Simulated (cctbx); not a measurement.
**Na2TiFeF7 with cctbx, script by script**

Library: cctbx 2025.11. The data are simulated by the first script.

## 1. Simulate the data

run.py:

```python
from cctbx import adptbx, crystal, miller, sgtbx, xray
from cctbx.array_family import flex
from iotbx.shelx import hklf
from scitbx import matrix
import scitbx.random

cs = crystal.symmetry(unit_cell=(7.482, 11.028, 7.664, 90, 90, 90), space_group_symbol='Hall: -I 2b 2')  # Imma
atoms = [  # label, site, U (iso, or U11 U22 U33 U12 U13 U23 in A^2), occupancy
    ("Fe1", (0, 0, 0.5), (0.0113, 0.0055, 0.0078, 0.0000, 0.0000, -0.0010), 1),
    ("Ti1", (0.75, 0.25, 0.25), (0.0156, 0.0213, 0.0220, 0.0000, -0.0010, 0.0000), 1),
    ("Na1", (0.75, 0.25, 0.75), (0.0135, 0.0175, 0.0082, 0.0000, -0.0027, 0.0000), 1),
    ("Na2", (0, 0, 0), (0.0324, 0.0141, 0.0167, 0.0000, 0.0000, -0.0023), 1),
    ("F1", (0, 0.25, 0.1343), (0.0131, 0.0152, 0.0109, 0.0000, 0.0000, 0.0000), 1),
    ("F2", (0.5, 0.4089, 0.7726), (0.0083, 0.0080, 0.0067, 0.0000, 0.0000, -0.0007), 1),
    ("F3", (0.6948, 0.1113, 0.0556), (0.0090, 0.0139, 0.0112, 0.0027, -0.0022, 0.0008), 1),
]
xs = xray.structure(crystal_symmetry=cs)
for label, site, u, occ in atoms:
    u = adptbx.u_cif_as_u_star(cs.unit_cell(), u) if isinstance(u, tuple) else u
    xs.add_scatterer(xray.scatterer(label, site=site, u=u, occupancy=occ))
xs.set_inelastic_form_factors(0.56087, "sasaki")
xs.show_summary()
p1 = xs.expand_to_p1()
ms = miller.build_set(p1, anomalous_flag=True, d_min=0.6)
flex.set_random_seed(620103)
scitbx.random.set_random_seed(620103)
ms = ms.select(flex.random_double(ms.size()) < 0.5)
i = ms.structure_factors_from_scatterers(p1, algorithm="direct").f_calc().as_intensity_array().data()
i = i * 70000 / flex.max(i)
sig = flex.sqrt(i + flex.pow2(0.03 * i) + 15 ** 2)
noise = scitbx.random.variate(scitbx.random.normal_distribution())(i.size())
data = ms.array(data=i + sig * noise, sigmas=sig).set_observation_type_xray_intensity()
with open("data.hkl", "w") as f:
    data.export_as_shelx_hklf(f)
print("reflections written:", data.size(), " <I/sigma> = %.1f" % flex.mean(data.data() / data.sigmas()))
for h, a, b in list(data.sort("data"))[:12]:
    print("%4d%4d%4d %9.1f %7.1f" % (h + (a, b)))
```

```console
$ python run.py
```

```text
Number of scatterers: 7
At special positions: 6
Unit cell: (7.482, 11.028, 7.664, 90, 90, 90)
Space group: I m m a (No. 74)
reflections written: 6152  <I/sigma> = 6.2
   2   4   2   71459.6  2099.0
   2  -4  -2   70855.5  2099.0
   4   0   0   70243.7  2116.7
  -2  -4   2   70042.2  2099.0
   2   4  -2   69457.7  2099.0
  -2   4   2   68762.7  2099.0
   0   2   2   54165.3  1601.5
   0  -2  -2   54020.4  1601.5
   0  -2   2   53123.6  1601.5
  -2  -2   0   45757.8  1363.7
  -2   2   0   45422.2  1363.7
   2  -2   0   41796.6  1363.7
```

Run time: 0.28 s on 1 thread of Intel(R) Xeon(R) CPU @ 2.60GHz (Ice Lake) (shared host), peak memory 0.07 GiB.

## 2. Refinement (right model, isotropic)

run.py:

```python
import math
from cctbx import adptbx, crystal, maptbx, sgtbx, xray
from cctbx.array_family import flex
from cctbx.xray import observations
from iotbx.shelx import hklf
from scitbx.lstbx import normal_eqns_solving
from smtbx import absolute_structure, utils
from smtbx.refinement import constraints, least_squares

cs = crystal.symmetry(unit_cell=(7.482, 11.028, 7.664, 90, 90, 90), space_group_symbol='Hall: -I 2b 2')  # Imma
atoms = [  # label, site, U (iso, or U11 U22 U33 U12 U13 U23 in A^2), occupancy
    ("Fe1", (0, 0, 0.5), 0.0200, 1),
    ("Ti1", (0.75, 0.25, 0.25), 0.0200, 1),
    ("Na1", (0.75, 0.25, 0.75), 0.0200, 1),
    ("Na2", (0, 0, 0), 0.0200, 1),
    ("F1", (0, 0.25, 0.1419), 0.0200, 1),
    ("F2", (0.5, 0.4116, 0.7757), 0.0200, 1),
    ("F3", (0.6962, 0.1076, 0.0545), 0.0200, 1),
]
xs = xray.structure(crystal_symmetry=cs)
for label, site, u, occ in atoms:
    u = adptbx.u_cif_as_u_star(cs.unit_cell(), u) if isinstance(u, tuple) else u
    xs.add_scatterer(xray.scatterer(label, site=site, u=u, occupancy=occ))
xs.set_inelastic_form_factors(0.56087, "sasaki")
raw = hklf.reader(file_name="data.hkl").as_miller_arrays(crystal_symmetry=cs, anomalous=True)[0]
merged = raw.eliminate_sys_absent().merge_equivalents()
fo2 = merged.array().set_observation_type_xray_intensity()
print("Rint %.3f, %d unique reflections to %.2f A" % (merged.r_int(), fo2.size(), fo2.d_min()))
for sc in xs.scatterers():
    sc.flags.set_grad_site(True)
    sc.flags.set_grad_u_aniso(sc.flags.use_u_aniso())
    sc.flags.set_grad_u_iso(sc.flags.use_u_iso())
obs = fo2.as_xray_observations()
extra = {}
rep = constraints.reparametrisation(xs, [], utils.connectivity_table(xs), **extra)
ls = least_squares.crystallographic_ls(obs, rep, weighting_scheme=least_squares.mainstream_shelx_weighting(a=0, b=0))
print("cycle     R1     wR2    GooF  max shift (A)")
for cycle in range(8):
    ls.build_up()
    r1, wr2, goof = ls.r1_factor(cutoff_factor=2)[0], ls.wR2(), ls.goof()
    old = xs.sites_cart()
    normal_eqns_solving.levenberg_marquardt_iterations(ls, n_max_iterations=3, tau=1e-06, step_threshold=1e-7)
    big = flex.max((xs.sites_cart() - old).norms())
    print("%4d %7.4f %7.4f %7.3f %9.5f" % (cycle + 1, r1, wr2, goof, big))
    ls.build_up(objective_only=True)
    if abs(ls.wR2() - wr2) < 5e-5 and big < 5e-4:
        break
ls.build_up()
print("final R1 %.4f wR2 %.4f GooF %.3f  parameters %d  data/parameter %.1f" % (ls.r1_factor(cutoff_factor=2)[0], ls.wR2(), ls.goof(), ls.n_parameters, fo2.size() / ls.n_parameters))
cov = ls.covariance_matrix_and_annotations()
su = dict(zip(cov.annotations, (math.sqrt(max(v, 0)) for v in cov.matrix.matrix_packed_u_diagonal())))
a2 = cs.unit_cell().reciprocal_parameters()[0] ** -2
print("atom        x        y        z      Ueq    occ   su(xyz)  su(Uiso or U11)")
for sc in xs.scatterers():
    s = max(su.get(sc.label + k, 0) for k in (".x", ".y", ".z"))
    npd = "" if sc.is_positive_definite_u(cs.unit_cell()) else "  NPD"
    print("%-5s %8.5f %8.5f %8.5f %8.4f %6.3f %8.5f %7.4f%s" % ((sc.label,) + sc.site + (sc.u_iso_or_equiv(cs.unit_cell()), sc.occupancy, s, su.get(sc.label + ".uiso", su.get(sc.label + ".u11", 0) * a2), npd)))
fo = fo2.f_sq_as_f()
fc = fo.structure_factors_from_scatterers(xs, algorithm="direct").f_calc()
diff = fo.f_obs_minus_f_calc(1 / math.sqrt(ls.scale_factor()), fc).average_bijvoet_mates()
m = diff.fft_map(symmetry_flags=maptbx.use_space_group_symmetry, resolution_factor=0.25).apply_volume_scaling()
print("difference map: max %.2f min %.2f rms %.2f" % (m.statistics().max(), m.statistics().min(), m.statistics().sigma()))
peaks = m.peak_search(parameters=maptbx.peak_search_parameters(min_distance_sym_equiv=0.6, max_clusters=6)).all()
near = xs.closest_distances(peaks.sites(), distance_cutoff=4)
sps = cs.special_position_settings(min_distance_sym_equiv=0.5)
for k, (x, h) in enumerate(zip(peaks.sites(), peaks.heights())):
    ss = sps.site_symmetry(x)
    print("Q%-3d %7.4f %7.4f %7.4f %4d %7.2f  %.2f A from %s" % ((k + 1,) + tuple(t % 1 for t in ss.exact_site()) + (ss.multiplicity(), h, near.smallest_distances[k], xs.scatterers()[near.i_seqs[k]].label)))
```

```console
$ python run.py
```

```text
Rint 0.027, 814 unique reflections to 0.60 A
cycle     R1     wR2    GooF  max shift (A)
   1  0.1813  0.3875  11.482   0.06077
   2  0.0440  0.1130   3.347   0.00003
final R1 0.0440 wR2 0.1130 GooF 3.347  parameters 13  data/parameter 62.6
atom        x        y        z      Ueq    occ   su(xyz)  su(Uiso or U11)
Fe1    0.00000  0.00000  0.50000   0.0083  1.000  0.00000  0.0001
Ti1    0.75000  0.25000  0.25000   0.0193  1.000  0.00000  0.0002
Na1    0.75000  0.25000  0.75000   0.0125  1.000  0.00000  0.0004
Na2    0.00000  0.00000  0.00000   0.0213  1.000  0.00000  0.0004
F1     0.00000  0.25000  0.13397   0.0134  1.000  0.00039  0.0005
F2     0.50000  0.40895  0.77267   0.0079  1.000  0.00024  0.0003
F3     0.69470  0.11128  0.05547   0.0116  1.000  0.00019  0.0003
difference map: max 3.20 min -3.26 rms 0.21
Q1    0.0484  0.0000  0.5000    8    3.35  0.36 A from Fe1
Q2    0.0526  0.0000  0.0000    8    2.48  0.39 A from Na2
Q3    0.2427  0.2500  0.1996    8    1.75  0.39 A from Ti1
Q4    0.2500  0.2091  0.7500    8    1.20  0.45 A from Na1
Q5    0.1749  0.0810  0.4373   16    0.78  0.37 A from F3
Q6    0.2139  0.1403  0.4414   16    0.77  0.35 A from F3
```

Time: 0.41 s.

Figures of merit this high mean that the model is still wrong or incomplete.

## 3. Refinement (right model, anisotropic)

run.py, as its changes from the last script of this kind:

```diff
@@ -12,7 +12,7 @@
-    ("Fe1", (0, 0, 0.5), 0.0200, 1),
-    ("Ti1", (0.75, 0.25, 0.25), 0.0200, 1),
-    ("Na1", (0.75, 0.25, 0.75), 0.0200, 1),
-    ("Na2", (0, 0, 0), 0.0200, 1),
-    ("F1", (0, 0.25, 0.1419), 0.0200, 1),
-    ("F2", (0.5, 0.4116, 0.7757), 0.0200, 1),
-    ("F3", (0.6962, 0.1076, 0.0545), 0.0200, 1),
+    ("Fe1", (0, 0, 0.5), 0.0083, 1),
+    ("Ti1", (0.75, 0.25, 0.25), 0.0193, 1),
+    ("Na1", (0.75, 0.25, 0.75), 0.0125, 1),
+    ("Na2", (0, 0, 0), 0.0213, 1),
+    ("F1", (0, 0.25, 0.13397), 0.0134, 1),
+    ("F2", (0.5, 0.40895, 0.77267), 0.0079, 1),
+    ("F3", (0.6947, 0.11128, 0.05547), 0.0116, 1),
@@ -24,0 +25 @@
+xs.convert_to_anisotropic()
```

```console
$ python run.py
```

```text
Rint 0.027, 814 unique reflections to 0.60 A
cycle     R1     wR2    GooF  max shift (A)
   1  0.0440  0.1130   3.395   0.00196
   2  0.0138  0.0312   0.938   0.00000
final R1 0.0138 wR2 0.0312 GooF 0.938  parameters 35  data/parameter 23.3
atom        x        y        z      Ueq    occ   su(xyz)  su(Uiso or U11)
Fe1    0.00000  0.00000  0.50000   0.0082  1.000  0.00000  0.0001
Ti1    0.75000  0.25000  0.25000   0.0196  1.000  0.00000  0.0001
Na1    0.75000  0.25000  0.75000   0.0131  1.000  0.00000  0.0002
Na2    0.00000  0.00000  0.00000   0.0211  1.000  0.00000  0.0003
F1     0.00000  0.25000  0.13423   0.0131  1.000  0.00011  0.0003
F2     0.50000  0.40894  0.77257   0.0077  1.000  0.00007  0.0002
F3     0.69482  0.11128  0.05551   0.0114  1.000  0.00005  0.0002
difference map: max 0.46 min -0.61 rms 0.09
Q1    0.0000  0.0514  0.8080    8    0.47  0.76 A from F2
Q2    0.0000  0.1757  0.2075    8    0.34  0.99 A from F1
Q3    0.0598  0.0826  0.5947   16    0.33  1.12 A from F2
Q4    0.0000  0.1946  0.6977    8    0.33  1.16 A from F2
Q5    0.1465  0.1702  0.8130   16    0.33  1.27 A from Na1
Q6    0.0000  0.1084  0.3843    8    0.33  1.49 A from Fe1
```

Time: 0.39 s.

## 4. Refinement

run.py, as its changes from the last script of this kind:

```diff
@@ -15,2 +15,2 @@
-    ("Na2", (0, 0, 0), 0.0213, 1),
-    ("F1", (0, 0.25, 0.13397), 0.0134, 1),
+    ("F1", (0, 0, 0), 0.0213, 1),
+    ("Na2", (0, 0.25, 0.13397), 0.0134, 1),
@@ -39 +39 @@
-for cycle in range(8):
+for cycle in range(12):
```

```console
$ python run.py
```

```text
Rint 0.027, 814 unique reflections to 0.60 A
cycle     R1     wR2    GooF  max shift (A)
   1  0.1085  0.2380   7.152   0.00614
   2  0.0520  0.1169   3.512   0.00008
final R1 0.0520 wR2 0.1169 GooF 3.512  parameters 35  data/parameter 23.3
atom        x        y        z      Ueq    occ   su(xyz)  su(Uiso or U11)
Fe1    0.00000  0.00000  0.50000   0.0072  1.000  0.00000  0.0003
Ti1    0.75000  0.25000  0.25000   0.0187  1.000  0.00000  0.0004
Na1    0.75000  0.25000  0.75000   0.0128  1.000  0.00000  0.0009
F1     0.00000  0.00000  0.00000   0.0084  1.000  0.00000  0.0012
Na2    0.00000  0.25000  0.13450   0.0271  1.000  0.00040  0.0014
F2     0.50000  0.40908  0.77345   0.0064  1.000  0.00025  0.0007
F3     0.69468  0.11124  0.05514   0.0098  1.000  0.00020  0.0006
difference map: max 3.63 min -1.97 rms 0.28
Q1    0.0000  0.0000  0.0000    4    3.71  0.00 A from F1
Q2    0.0000  0.0000  0.5000    4    2.24  0.00 A from Fe1
Q3    0.2500  0.2500  0.2500    4    2.14  0.00 A from Ti1
Q4    0.2500  0.2500  0.7500    4    1.80  0.00 A from Na1
Q5    0.0000  0.1016  0.7543    8    0.99  0.24 A from F2
Q6    0.2267  0.1061  0.4088   16    0.65  0.37 A from F3
```

Time: 0.38 s.

This run holds a fault made on purpose: elements exchanged: Na2 is F and F1 is Na.

## 5. Refinement

run.py, as its changes from the last script of this kind:

```diff
@@ -15,2 +15,2 @@
-    ("F1", (0, 0, 0), 0.0213, 1),
-    ("Na2", (0, 0.25, 0.13397), 0.0134, 1),
+    ("Na2", (0, 0, 0), 0.0213, 1),
+    ("F1", (0, 0.25, 0.13397), 0.0134, 1),
@@ -27 +27 @@
-merged = raw.eliminate_sys_absent().merge_equivalents()
+merged = raw.eliminate_sys_absent().resolution_filter(d_min=1.3).merge_equivalents()
```

```console
$ python run.py
```

```text
Rint 0.020, 88 unique reflections to 1.30 A
cycle     R1     wR2    GooF  max shift (A)
   1  0.0162  0.0485   2.546   0.00344
   2  0.0076  0.0173   0.909   0.00000
final R1 0.0076 wR2 0.0173 GooF 0.909  parameters 35  data/parameter 2.5
atom        x        y        z      Ueq    occ   su(xyz)  su(Uiso or U11)
Fe1    0.00000  0.00000  0.50000   0.0081  1.000  0.00000  0.0009
Ti1    0.75000  0.25000  0.25000   0.0192  1.000  0.00000  0.0012
Na1    0.75000  0.25000  0.75000   0.0129  1.000  0.00000  0.0020
Na2    0.00000  0.00000  0.00000   0.0211  1.000  0.00000  0.0023
F1     0.00000  0.25000  0.13402   0.0137  1.000  0.00025  0.0016
F2     0.50000  0.40902  0.77223   0.0090  1.000  0.00016  0.0014
F3     0.69490  0.11128  0.05521   0.0113  1.000  0.00017  0.0009
difference map: max 0.11 min -0.09 rms 0.02
Q1    0.0000  0.2500  0.0144    4    0.11  0.92 A from F1
Q2    0.0000  0.2500  0.5198    4    0.09  2.19 A from F3
Q3    0.0000  0.2500  0.7157    4    0.08  1.76 A from F2
Q4    0.2514  0.0033  0.1389   16    0.06  1.41 A from F3
Q5    0.1474  0.1020  0.9981   16    0.06  1.26 A from F3
Q6    0.2700  0.2500  0.9870    8    0.05  1.64 A from F3
```

Time: 0.33 s.

This run holds a fault made on purpose: data cut at low resolution.

## 6. Refinement

run.py, as its changes from the last script of this kind:

```diff
@@ -18,0 +19 @@
+    ("F4", (0.434, 0.061, 0.234), 0.0300, 1),
@@ -25 +25,0 @@
-xs.convert_to_anisotropic()
@@ -27 +27 @@
-merged = raw.eliminate_sys_absent().resolution_filter(d_min=1.3).merge_equivalents()
+merged = raw.eliminate_sys_absent().merge_equivalents()
```

```console
$ python run.py
```

```text
Rint 0.027, 814 unique reflections to 0.60 A
cycle     R1     wR2    GooF  max shift (A)
   1  0.4224  0.7731  22.964   0.48571
   2  0.0850  0.2403   7.139   0.27686
   3  0.0526  0.1646   4.890   1.01279
   4  0.0506  0.1372   4.076   0.89473
   5  0.0472  0.1266   3.761   0.30716
   6  0.0528  0.1587   4.714   0.06271
   7  0.0514  0.1546   4.592   0.04000
   8  0.0522  0.1590   4.723   0.01355
   9  0.0519  0.1579   4.689   0.01110
  10  0.0521  0.1591   4.725   0.00654
  11  0.0520  0.1585   4.707   0.00526
  12  0.0521  0.1590   4.724   0.00346
final R1 0.0520 wR2 0.1587 GooF 4.713  parameters 17  data/parameter 47.9
atom        x        y        z      Ueq    occ   su(xyz)  su(Uiso or U11)
Fe1    0.00000  0.00000  0.50000   0.0081  1.000  0.00000  0.0002
Ti1    0.75000  0.25000  0.25000   0.0190  1.000  0.00000  0.0003
Na1    0.75000  0.25000  0.75000   0.0122  1.000  0.00000  0.0005
Na2    0.00000  0.00000  0.00000   0.0212  1.000  0.00000  0.0006
F1     0.00000  0.25000  0.13410   0.0131  1.000  0.00056  0.0007
F2     0.50000  0.40892  0.77264   0.0077  1.000  0.00035  0.0004
F3     0.69481  0.11128  0.05557   0.0114  1.000  0.00028  0.0004
F4     0.27091  0.12118  0.03707   0.6815  1.000  0.00760  0.0221
difference map: max 3.91 min -3.11 rms 0.26
Q1    0.0423  0.0000  0.5000    8    3.92  0.32 A from Fe1
Q2    0.0493  0.0000  0.0000    8    2.63  0.37 A from Na2
Q3    0.2433  0.2500  0.2047    8    2.18  0.35 A from Ti1
Q4    0.2500  0.2120  0.7500    8    1.59  0.42 A from Na1
Q5    0.0000  0.0984  0.7272    8    1.00  0.08 A from F2
Q6    0.0000  0.0472  0.8085    8    0.71  0.79 A from F2
```

Run time: 0.62 s on 1 thread of Intel(R) Xeon(R) CPU @ 2.60GHz (Ice Lake) (shared host), peak memory 0.09 GiB.

This run holds a fault made on purpose: spurious atom: F4.

[Logs are printed without paths, hosts, clocks, repeated set-up lines and the standing remarks that a program may print on its own settings, such as how far it seeks lower states.]
